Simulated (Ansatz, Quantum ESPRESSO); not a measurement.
# MgO (111), rock salt: a film clamped to its substrate

A thin film takes the in-plane lattice of its substrate and is free along the normal. How do the free axis and the stress follow the misfit? The strained cell has c along the film normal; unstrained it is a = 2.9805 Å, b = 2.9805 Å, c = 7.3008 Å, α = 90.00°, β = 90.00°, γ = 120.00°, with 6 atoms.

Calculated with Ansatz 0.2.0, PBEsol, PAW files of the set soft_1, cutoff 600 eV, Fermi–Dirac smearing 0.02 eV, k-mesh 11×11×4, no spin polarisation, no spin-orbit coupling.

Relaxed positions at 0 %:

```
atom       x       y       z
  Mg  0.0000  0.0000  0.0000
  Mg  0.3333  0.6667  0.3333
  Mg  0.6667  0.3333  0.6667
   O  0.0000  0.0000  0.5000
   O  0.3333  0.6667  0.8333
   O  0.6667  0.3333  0.1667
```

```
ε∥ (%)   a (Å)   c (Å)  ε⊥ (%)  σ (GPa, tension positive)
    −3  2.8911  7.3773   1.047                     −13.25
    −2  2.9209  7.3518   0.699                      −8.47
    −1  2.9507  7.3264   0.350                      −4.06
     0  2.9805  7.3008   0.000                       0.00
     2  3.0402  7.2493  −0.705                       7.17
     3  3.0699  7.2231  −1.064                      10.33
```

**Question.** Fit both responses and give the free strain and the stress at +1 %, a row left out above.

Least squares with y = y0 + y1 ε + y2 ε² (ε in %) gives ε⊥ = 0.000 + (−0.3516) ε + (−0.0009) ε² and σ = 0.01 + (3.923) ε + (−0.163) ε² GPa. The linear terms put the ratio of free to applied strain at −0.352 and the biaxial modulus at 392 GPa.

At +1 % the free strain comes out as −0.352 %. The run itself gives −0.351 %, so the estimate misses by 0.001 %, a rounding's worth.

The stress comes out as 3.77 GPa. The run itself gives 3.74 GPa, so the estimate misses by 0.03 GPa; the fitted rows themselves lie up to 0.03 GPa off the law.

The negative ε² term means that the crystal stiffens in compression and softens in tension.

The same fit over all rows at other levels or in other programs gives the strain ratio = −0.355 with PBEsol (Quantum ESPRESSO, GBRV).

[Logs are printed without paths, hosts, clocks, repeated set-up lines and the standing remarks that a program may print on its own settings, such as how far it seeks lower states.]
